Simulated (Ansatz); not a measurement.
# Is AgGeW in the AlB2 type a stable metal?, part 2 of 3

The plan: relax AgGeW in the AlB2 type, check its phonons, and, if the lattice is stable, compute its Eliashberg function and ρ(T).

Ansatz 0.2.0; DFT PBE, scalar-relativistic, plane waves, PAW; PAW set soft_1.

So far. Step 2 (Relaxation): The largest force is now zero by symmetry and the largest stress component 0.0011 GPa. Step 3 (Relaxing cell and atoms): The largest force is now zero by symmetry and the largest stress component 0.0091 GPa. The relaxed cell has a = 4.533, c = 2.741 Å (conventional setting).

The structure was built from a prototype and need not be the compound's stable phase.

## (4) Tight relaxation

No force is left; the cell is relaxed once more with another smearing and tight thresholds.

The input, input.yaml:

```yaml
crystal:
  lattice:
    - [4.533034934, 0.0, 0.0]
    - [-2.266517467, 3.9257234091, 0.0]
    - [0.0, 0.0, 2.7410320124]
  atoms:
    - { symbol: W, position: [0.0, 0.0, 0.0] }
    - { symbol: Ge, position: [0.3333333333, 0.6666666667, 0.5] }
    - { symbol: Ag, position: [0.6666666667, 0.3333333333, 0.5] }
kpoints:
  mp_grid: { grid: [9, 9, 9] }
hamiltonian:
  xc: pbe
  pseudopotentials: { kind: paw, azcp: { folder: soft_1 } }
scf:
  occupations: { method: methfessel_paxton, width: 0.2 }
output:
  forces: true
  stress: true
  eigenvalues: true
relax:
  adjacent_minimum: "off"
  f_tol: 0.001
  max_steps: 60
  cell: { stress_tol: 0.01 }
```

On the command line:

```sh
ansatz run input.yaml --threads 4 --pin off --max-ram 12288MiB --backend cpu --events-out ev --progress --plain --runs-dir out
```

Numbers of over 12 decimals in the logs are rounded to 6 here.

The program printed:

```text
[the first part of the log is left out]
  E_vxc        = -497.676518  (∫ρ·V_xc dr)
  E_paw        = -14545.679605  (= ΣΔE_a)
  E_vpaw       = -952.197334  (= ΣTr[D̂ρ^β])
  E_aug_tail   = 0.000546  (compensation charges beyond the density's cutoff)
  E_ewald      = -6094.054005
  E_smearing   = 0.000213  (= −TS)
  E_closure    = 0.000000  (closes the sum)
  Σ components = -22269.619193   (vs F -22269.619193, Δ=0.00e0)
[...]
--- Stress (GPa, compression-positive) ---
        0.001460       0.000000       0.000000
        0.000000       0.001460      -0.000000
        0.000000      -0.000000      -0.003428
  P = ⅓ Tr σ = -0.0002 GPa (-0.002 kbar)
--- Band table (eV; the first three rows and the last of 60) ---
[...]
--- Relaxed structure (4 steps of the walk, 4 accepted, 1 SCFs on fresh bases) ---
[...]
cell:  # Å, volume = 48.7947 Å³
    - [4.538662, 0, 0]
    - [-2.269331, 3.930596, 0]
    - [0, 0, 2.735182]
  atoms:
    - { symbol: W, position: [0, 0, 0] }
    - { symbol: Ge, position: [0.333333, 0.666667, 0.500000] }
    - { symbol: Ag, position: [0.666667, 0.333333, 0.500000] }
```

Wall time 8.7 s (4 threads of Arm Neoverse V2, shared host); peak memory 0.46 GiB.

Relaxation path:

```csv
step,energy less that of the first step (eV),largest force component (eV/Å),pressure (GPa),volume (Å³)
1,0.0000,0.0000,-0.03,48.78
2,-0.0002,0.0000,0.17,48.75
3,-0.0002,0.0000,-0.15,48.84
4,-0.0002,0.0000,0.00,48.79
5,-0.0003,0.0000,0.00,48.79
```

The log counts 1 steps on a newly chosen plane-wave basis, not all of them marked here; energy and pressure can jump at such steps.

```csv
"conventional cell, symmetrised",before,after,change
a (Å),4.533,4.539,+0.1 %
b (Å),4.533,4.539,+0.1 %
c (Å),2.741,2.735,-0.2 %
volume (Å³/atom),16.26,16.26,+0.0 %
```

Final coordinates:

```
W Ge Ag
1.0
     4.53866    0.00000    0.00000
    -2.26933    3.93060    0.00000
     0.00000    0.00000    2.73518
W Ge Ag
1 1 1
Direct
  0.00000 0.00000 0.00000
  0.33333 0.66667 0.50000
  0.66667 0.33333 0.50000
```

Numbers from this step:

| Property | Result |
| --- | --- |
| pressure | -1.69e-4 GPa |

The largest force is now zero by symmetry and the largest stress component 0.0034 GPa, small enough for phonons.

## (5) Phonons by linear response: q 2×2×2, k 4×4×6

Before any scattering is computed, the phonons show whether the structure is a minimum.

The input, input.yaml:

```yaml
crystal:
  lattice:
    - [4.5386618339, 0.0, 0.0]
    - [-2.2693309169, 3.9305964473, 0.0]
    - [0.0, 0.0, 2.7351822485]
  atoms:
    - { symbol: W, position: [0.0, 0.0, 0.0] }
    - { symbol: Ge, position: [0.3333333333, 0.6666666667, 0.5] }
    - { symbol: Ag, position: [0.6666666667, 0.3333333333, 0.5] }
kpoints:
  mp_grid: { grid: [4, 4, 6] }
hamiltonian:
  xc: pbe
  pseudopotentials: { kind: paw, azcp: { folder: soft_1 } }
scf:
  occupations: { method: methfessel_paxton, width: 0.2 }
output:
  eigenvalues: true
phonons:
  method: dfpt
  qmesh: [2, 2, 2]
  temperatures: { t_max: 1000, t_step: 50 }
  qpath:
    path:
      - [[0.0, 0.0, 0.0], [0.5, 0.0, 0.0], [0.33333333, 0.33333333, 0.0], [0.0, 0.0, 0.0], [0.0, 0.0, 0.5], [0.5, 0.0, 0.5], [0.33333333, 0.33333333, 0.5], [0.0, 0.0, 0.5]]
      - [[0.5, 0.0, 0.5], [0.5, 0.0, 0.0]]
      - [[0.33333333, 0.33333333, 0.5], [0.33333333, 0.33333333, 0.0]]
    npoints: 10
```

The program printed:

```text
[...]
Crystal: 3 atoms, lattice volume = 48.795 Å³
Basis set: ecut = 420 eV, 951 PW (Γ), exchange–correlation on 64×64×40 points (8 copies of the dense FFT grid, shifted against one another)
Bands: 29, of which v1, the nominal top of the filled ones, is band 24 counted from 1 (23 counted from 0)
Symmetry: 12 space group operations
k-points: 16 of 96 (time reversal used)
[...]
SCF iter   1: F=—  HF=-22270.218900 eV  |F-HF|=—  |Δ(HF+E_count)|=         —  Δρ=6.26e-2  dr2=2.36e0  ethr=3.10e-3  ⟨swp⟩=3.9  Hψ=1562  notcnv=0
[...]
SCF iter  10: F=-22269.610885 eV  HF=-22269.610885 eV  |F-HF|=7.28e-12  |Δ(HF+E_count)|=  1.82e-11  S|Δr|=    0.00e0  Δρ=3.34e-8  dr2=3.56e-13  ethr=1.00e-12  ⟨swp⟩=6.8  Hψ=1841  notcnv=0
SCF 1 converged in 10 iterations: F = -22269.610885 eV  dr2 = 3.56e-13
[...]
phonons: the bands overlap, so this run is a metal and interpolates without the dipole-dipole term. If the crystal is really an insulator or semiconductor, its LO-TO splitting is missing
NSCF: frozen V_eff on 16 k-points
[...]
DFPT response loops at q = (0, 0, 0) (fractional): preconditioner auto → Kerker (q_TF=auto, 2.711 Å⁻¹) (partly filled bands, converged f_vac=0.000); β = 1.00, the filter's whole step (`scf.mixing.beta` (0.50) is not read by the response loops under this deck's `scf.mixing.preconditioner`; to damp them name `kerker` or `kerker_dos`, under which they read `scf.mixing.beta`, and type it under 1.00, their step now; both keys bind the ground state too); Broyden in place of MSR1
[...]
SCF converged after 10 iterations
Stability not checked: this state was not tested for a lower state beside it, because cold or Methfessel-Paxton smearing, or corrected tetrahedra, fill the levels in a way that the test cannot read (fill_not_monotonic; see scf.lower_state_search)
Free energy (F): -22269.610885 eV
[...]
Internal energy: -22269.616964 eV  (E = F + TS)
E sigma→0 (E₀):  -22269.612405 eV
Entropy (-TS):   0.006078 eV (2.026 meV/atom)
Fermi energy:    18.149277 eV
[...]
--- Band table (eV; the first three rows and the last of 16) ---
  k-point 0: bands = [... 20 lower, 14.7157, 14.7157, 17.3570, 20.3265, 20.3265, 20.3458, 20.3458, 23.2163, ... 1 higher]
  k-point 1: bands = [... 20 lower, 15.4790, 15.4790, 17.6511, 18.2571, 18.2571, 21.2933, 22.2254, 22.2254, ... 1 higher]
  k-point 2: bands = [... 20 lower, 16.7819, 16.7819, 16.9727, 16.9727, 18.5364, 20.2846, 21.6173, 21.6173, ... 1 higher]
  k-point 15: bands = [... 20 lower, 15.4676, 16.1849, 16.5741, 18.5675, 18.9355, 19.7755, 20.9866, 21.9346, ... 1 higher]
--- Phonons (Γ-DFPT): 6 representative perturbations + reference (Σ response iterations 18) ---
  ASR residual: 2.603e-5 → 0.000e0 eV/Å²; symmetrization residual: 2.008e-5 eV/Å²
  ASR residual per site (eV/Å²): 2.60e-5 1.03e-5 1.99e-5
  Γ frequencies (cm⁻¹): 0.00 0.00 0.00 13.47 105.59 119.99 119.99 187.52 187.52
--- Phonons (arbitrary-q DFPT): 4 irreducible q on the 2×2×2 mesh ---
  q = [0.0000, 0.0000, 0.0000] (star 1, of the zone-centre solve; hermiticity 5.02e-6, symmetrization 3.89e-10): -0.00 -0.00 0.00 13.47 105.59 119.99 119.99 187.52 187.52
  q = [0.0000, 0.0000, -0.5000] (star 1, 6 solved perturbations in 132 linear systems a pass and spin channel, the states on 28 of 96 k-point pairs; hermiticity 2.18e-6, symmetrization 2.31e-8): 84.55 90.37 90.37 117.42 117.42 170.04 176.19 176.19 208.80
  q = [0.0000, -0.5000, 0.0000] (star 3, 9 solved perturbations on 28 of 96 k-point pairs; hermiticity 1.64e-5, symmetrization 7.72e-6): -26.52 10.25 66.37 82.69 92.26 109.76 137.47 177.44 202.23
[...]
sum rule: each row above includes the acoustic sum rule's correction from the zone centre's row sums; it moved no ω² by more than (0.22 cm⁻¹)²
  mesh force constants: q→R imaginary residual 2.13e-17; ASR residual 2.603e-5 → 0.000e0 eV/Å²; symmetrization residual 6.217e-15 eV/Å²
  interpolated dispersion: 93 rows × 9 modes
  density of states and harmonic sums: on the 16×16×22 q-mesh, interpolated from the force constants of a 2×2×2 supercell (no non-analytic term)
  largest difference from the sums on the solved wave vectors: F 7.28e-2 eV, S 1.18e-4 and C_V 4.56e-5 eV/K
  zero-point energy: 0.062762 eV/cell   skipped modes (ω ≤ 0): 85, of them read as no rigid motion or as one in doubt: 82 (2.200e-1 modes/cell left out, lowest -29.06 cm⁻¹)   left out of the sums: 2.45e-2 of the cell's modes: C_V's classical limit lies that fraction below 3 k_B per atom; for a crystal, a wire or a layer, F and S can be off by more, and a phonons.interpolated_qmesh denser along its periods is the remedy for the sampling
```

The job ended after 28 s (4 threads; peak memory 0.57 GiB).

The column dr2 measures how far the density is from self-consistency, as an energy; F and HF (Harris–Foulkes) agree once it is small.

This step gave:

```yaml
share_of_imaginary_modes_in_the_plain_interpolation_between_solved_wavevectors: 0.0224
highest_frequency_solved_or_plainly_interpolated: 208.8 cm⁻¹
```

Solved on the 2×2×2 mesh alone; all other wavevectors are interpolated. Phonon branches along the path, in cm⁻¹:

```csv
point,branch 1,branch 2,branch 3,branch 4,branch 5,branch 6,branch 7,branch 8,branch 9
Γ,0,0,0,14,106,120,120,188,188
halfway,-12,12,42,70,101,113,118,186,196
M,-26,10,66,83,92,110,138,177,202
halfway,9,16,69,81,90,99,150,175,201
K,19,29,73,79,87,92,164,168,200
halfway,11,14,48,73,100,107,126,185,197
Γ,0,0,0,14,106,120,120,188,188
halfway,62,62,71,120,120,121,160,182,182
A,84,90,90,117,117,170,176,176,209
halfway,42,82,83,95,122,173,176,182,206
L,19,31,65,74,125,174,179,188,205
halfway,-14,16,54,87,127,165,174,197,205
H,-30,18,36,96,130,155,174,201,205
halfway,33,74,84,87,125,171,173,188,206
A,84,90,90,117,117,170,176,176,209
jump to L,19,31,65,74,125,174,179,188,205
halfway,24,41,68,100,124,132,158,178,195
M,-26,10,66,83,92,110,138,177,202
jump to H,-30,18,36,96,130,155,174,201,205
halfway,-10,37,69,93,123,153,157,160,200
K,19,29,73,79,87,92,164,168,200
```

The phonon branches as a text plot (rows in cm⁻¹):

```
    204 |    *******           *******************    ***********
    194 | ***       ****      *        **  **     ****    *
    184 |*****      **********     ****      **  *         *
    174 |     ******         *****************************
    164 |        **         *  *        *  **     *       * *****
    154 |       *  *          *          **         *    *****
    144 |      *                                   * *       *
    134 |    **     *        *           **         ********
    124 |*  *        *  ******     ******  ***   **** *     * *
    114 | *****       **  *   *****           ***       *
    104 |***   *    ******        *           **    ****     * *
     94 |   *********           ** *    ****    *  *  * ******  *
     85 |    ******           *** ***  *    ***** *    **     ***
     75 |   *    *****     ****  *  ***     **   *   *       *
     65 |    ****  *        *         **       * * ** ***   *  **
     55 |  *        * *   **      *     *  ** *   *   *    *  *
     45 | * *        *    *        * *    *       * ** *  *  *  *
     35 |  *          **   *        ***  *   *   * *     *  *
     25 | *      ***   * **            *   **       *
     15 |*****************            *****      **     ***     *
      5 |*      *     **                             *     *   *
     -5 | **            *                                  ****
    -15 |   *                                         *
    -25 |    ***                        ****           ****
         Γ    M   K     Γ       A     L  H     A|L     M|H      K
```

Lowest modes at the softest wavevector of the mesh. Modes at q = (0.500, 0.000, 0.000), with each element's share of the kinetic energy (negative means imaginary):

```csv
mode,frequency (cm⁻¹),W %,Ge %,Ag %
1,-26.5,55,9,37
2,10.3,2,95,3
3,66.4,75,5,20
4,82.7,73,4,22
5,92.3,22,1,77
6,109.8,37,46,17
```

Displacements in mode 1 (-26.5 cm⁻¹), the largest set to 1, in the home cell:
```
W1  -0.54  0.93  0.00
Ge2  0.34 -0.59  0.00
Ag3  0.58 -1.00  0.00
```

Displacements in mode 3 (66.4 cm⁻¹), the largest set to 1, in the home cell:
```
W1   0.00  0.00  1.00
Ge2  0.00  0.00 -0.39
Ag3  0.00  0.00 -0.67
```

Among the solved wavevectors the lowest mode, translations apart, is -26.5 cm⁻¹, imaginary.

## (6) Phonons by linear response: q 3×3×3, k 6×6×9

An imaginary mode on so few k-points may come from the sampling, so the phonons are repeated with another q and k mesh.

input.yaml: that of step 5 with these lines changed.

```diff
@@ -10,3 +10,3 @@
 kpoints:
-  mp_grid: { grid: [4, 4, 6] }
+  mp_grid: { grid: [6, 6, 9] }
 hamiltonian:
@@ -20,3 +20,3 @@
   method: dfpt
-  qmesh: [2, 2, 2]
+  qmesh: [3, 3, 3]
   temperatures: { t_max: 1000, t_step: 50 }
```

The program printed:

```text
[...]
Crystal: 3 atoms, lattice volume = 48.795 Å³
Basis set: ecut = 420 eV, 951 PW (Γ), exchange–correlation on 64×64×40 points (8 copies of the dense FFT grid, shifted against one another)
Bands: 29, of which v1, the nominal top of the filled ones, is band 24 counted from 1 (23 counted from 0)
Symmetry: 12 space group operations
k-points: 35 of 324 (time reversal used)
[...]
SCF iter   1: F=—  HF=-22270.210872 eV  |F-HF|=—  |Δ(HF+E_count)|=         —  Δρ=6.27e-2  dr2=2.30e0  ethr=3.10e-3  ⟨swp⟩=4.0  Hψ=3451  notcnv=0
[...]
SCF iter  10: F=-22269.618181 eV  HF=-22269.618181 eV  |F-HF|=7.28e-12  |Δ(HF+E_count)|=  4.37e-11  S|Δr|=    0.00e0  Δρ=9.00e-8  dr2=2.56e-12  ethr=1.00e-12  ⟨swp⟩=6.8  Hψ=4526  notcnv=0
SCF 1 converged in 10 iterations: F = -22269.618181 eV  dr2 = 2.56e-12
[...]
SCF converged after 10 iterations
[...]
Free energy (F): -22269.618181 eV
[...]
Internal energy: -22269.618480 eV  (E = F + TS)
E sigma→0 (E₀):  -22269.618256 eV
Entropy (-TS):   0.000299 eV (0.100 meV/atom)
Fermi energy:    18.173735 eV
[...]
--- Band table (eV; the first three rows and the last of 35) ---
  k-point 0: bands = [... 20 lower, 14.7210, 14.7210, 17.3581, 20.3278, 20.3278, 20.4120, 20.4120, 23.2371, ... 1 higher]
  k-point 1: bands = [... 20 lower, 15.1154, 15.1154, 17.5035, 18.9540, 18.9540, 21.7369, 21.7369, 22.6859, ... 1 higher]
  k-point 2: bands = [... 20 lower, 15.9159, 16.2402, 17.7126, 17.7126, 17.7336, 20.1560, 22.3600, 22.3600, ... 1 higher]
  k-point 34: bands = [... 20 lower, 15.4163, 16.2815, 16.9678, 18.5080, 18.8853, 19.6349, 19.9385, 22.2643, ... 1 higher]
[...]
ASR residual: 5.341e-5 → 0.000e0 eV/Å²; symmetrization residual: 1.955e-5 eV/Å²
  ASR residual per site (eV/Å²): 2.76e-5 1.64e-5 5.34e-5
  Γ frequencies (cm⁻¹): -24.59 0.00 0.00 0.00 104.02 124.76 124.76 195.97 195.97
--- Phonons (arbitrary-q DFPT): 6 irreducible q on the 3×3×3 mesh ---
[...]
interpolated dispersion: 93 rows × 9 modes
[...]
```

The job ended after 2.7 min (4 threads; peak memory 0.97 GiB; 10 min of CPU time).

This step gave:

- share of imaginary modes in the plain interpolation between solved wavevectors: 0.0425
- highest frequency, solved or plainly interpolated: 214.5 cm⁻¹

Solved on the 3×3×3 mesh alone; all other wavevectors are interpolated. Phonon branches along the path, in cm⁻¹:

```csv
point,branch 1,branch 2,branch 3,branch 4,branch 5,branch 6,branch 7,branch 8,branch 9
Γ,-25,0,0,0,104,125,125,196,196
halfway,-36,-18,44,57,100,113,117,189,200
M,-58,-18,49,63,94,107,135,176,202
halfway,-60,-15,54,65,92,92,149,174,201
K,-63,-12,58,68,82,88,161,169,200
halfway,-42,-16,49,62,99,102,126,187,200
Γ,-25,0,0,0,104,125,125,196,196
halfway,65,65,102,113,113,127,162,185,185
A,92,92,101,101,148,166,173,173,214
halfway,79,86,92,101,150,171,177,180,209
L,67,75,100,105,143,176,183,186,205
halfway,61,79,107,112,143,167,176,197,205
H,57,82,110,128,136,157,176,201,205
halfway,73,84,97,102,150,170,173,187,208
A,92,92,101,101,148,166,173,173,214
jump to L,67,75,100,105,143,176,183,186,205
halfway,16,74,94,106,123,132,161,176,195
M,-58,-18,49,63,94,107,135,176,202
jump to H,57,82,110,128,136,157,176,201,205
halfway,54,54,79,112,124,153,154,166,199
K,-63,-12,58,68,82,88,161,169,200
```

The phonon branches as a text plot (rows in cm⁻¹):

```
    209 |                      ******************        *
    197 |*******************  *        ******    ****************
    186 |  **       **      **     ****      *   **        *
    174 |    *******         ********************* *******
    163 |        **         *  ***      *****  ** * *    ********
    151 |       *  *          * *****       *****    *      *
    139 |     **             * *     *******     ***  ****** *
    128 |*   *      **  ***** *          **         **   **** *
    116 | ***         **  ****          *  *          *     *
    105 |*** ***     *****  ******************************   * *
     93 |   **********          ******       ********** * *   * *
     82 |        ***       *  **  **** ********  ***  ** ********
     70 |       ****        **      ***     **      **          *
     59 |   **********    **           *****     **   ***********
     47 | *** **     **    *                           **
     35 |  *          ** **                        *
     24 | *            *  *                                  *  *
     12 |*               *                          *
      1 |               *
    -11 |*      ****** * *
    -22 |*******      ***                               *
    -34 |  *                                         *        *
    -45 |   *       **                                *
    -57 |    *******                                   **      **
         Γ    M   K     Γ       A     L  H     A|L     M|H      K
```

Lowest modes at the softest wavevector of the mesh. The modes at q = (-0.333, -0.333, 0.000) (shares of kinetic energy by element, %) (negative means imaginary):

```csv
mode,frequency (cm⁻¹),W %,Ge %,Ag %
1,-62.7,72,0,28
2,-12.4,0,100,0
3,57.7,0,45,55
4,68.2,100,0,0
5,81.5,98,2,0
6,88.4,0,0,100
```

Displacements in mode 1 (-62.7 cm⁻¹), the largest set to 1, in the home cell (x, y, z of the real part, then of the imaginary part):
```
W1   0.29  0.96  0.00  0.96 -0.29  0.00
Ge2  0.00  0.00  0.00  0.00  0.00  0.00
Ag3  0.80 -0.19  0.00  0.19  0.80  0.00
```

Displacements in mode 2 (-12.4 cm⁻¹), the largest set to 1, in the home cell:
```
W1   0.00  0.00  0.00
Ge2  0.00  0.00 -1.00
Ag3  0.00  0.00  0.00
```

The modes has structure finer than the step of the table below, so its rows give means over 10 cm⁻¹, whole bins alone (the curve runs from -72.7 to 230 cm⁻¹). Peaks (cm⁻¹: height): Ag 56.9: 0.0214, 106.5: 0.0229, 119.8: 0.0179, 140.8: 0.0196, 175.1: 0.0315, 184.6: 0.0310, 197.9: 0.0459; Ge 20.7: 0.0109, 74.1: 0.0151, 98.8: 0.0194, 117.9: 0.0185, 140.8: 0.0240, 175.1: 0.0499, 197.9: 0.0391; W 55.0: 0.0272, 79.8: 0.0446, 102.6: 0.0544, 142.7: 0.0203.

Phonopy on the run's constants, 15x15x21 mesh, Gaussian sigma 2.2 cm⁻¹. Table of modes by wavenumber; means over each step; values in 1/cm⁻¹/cell:

```csv
wavenumber (cm⁻¹),Ag,Ge,W
-60,0.00151,2.1e-4,0.00326
-50,0.00271,5.6e-4,0.00545
-40,0.00246,6.3e-4,0.00482
-30,0.00171,6.2e-4,0.00317
-20,0.00130,0.00340,0.00234
-10,6.3e-4,0.00198,0.00112
0,1.8e-4,2.2e-4,3.1e-4
10,0.00109,0.00157,0.00201
20,0.00139,0.00780,0.00239
30,0.00208,0.00129,0.00360
40,0.00400,0.00463,0.00689
50,0.0106,0.00931,0.0165
60,0.0179,0.0105,0.0216
70,0.0113,0.0103,0.0203
80,0.00898,0.00884,0.0354
90,0.0132,0.0113,0.0320
100,0.0213,0.0178,0.0450
110,0.0168,0.0121,0.0302
120,0.0148,0.0140,0.0132
130,0.0104,0.0114,0.00856
140,0.0150,0.0196,0.0169
150,0.00741,0.0152,0.0101
160,0.00893,0.0163,0.00124
170,0.0198,0.0334,0.00311
180,0.0279,0.0343,0.00432
190,0.0300,0.0257,0.00295
200,0.0383,0.0261,0.00336
210,0.00816,0.00116,1.3e-4
220,1.4e-4,3.0e-5,0
```

No LO-TO term; unit eigenvectors of the mass-weighted matrix. Modes at Γ, with each element's share of the kinetic energy (negative means imaginary):

```csv
mode,frequency (cm⁻¹),symmetry,W %,Ge %,Ag %
1,-24.6,A2'',12,80,7
2,0.0,unnamed,50,20,30
3,0.0,unnamed,50,20,30
4,0.0,unnamed,50,20,30
5,104.0,A2'',37,0,63
6,124.8,E',49,24,27
7,124.8,E',49,24,27
8,196.0,E',0,56,44
9,196.0,E',0,56,44
```

Displacements in mode 1 (-24.6 cm⁻¹), the largest set to 1:
```
W1   0.00  0.00 -0.25
Ge2  0.00  0.00  1.00
Ag3  0.00  0.00 -0.25
```

Displacements in mode 6 (124.8 cm⁻¹), the largest set to 1:
```
W1   0.00  0.90  0.00
Ge2  0.00 -1.00  0.00
Ag3  0.00 -0.86  0.00
```

Among the solved wavevectors the lowest mode, translations apart, is -62.7 cm⁻¹, imaginary.

[end of part 2 of 3]

[Logs are printed without paths, hosts, clocks, repeated set-up lines and the standing remarks that a program may print on its own settings, such as how far it seeks lower states.]

[Hosts, paths, dates, database ids (printed as entryN), source tags and the programs' standing remarks are cut or masked in the printed files.]
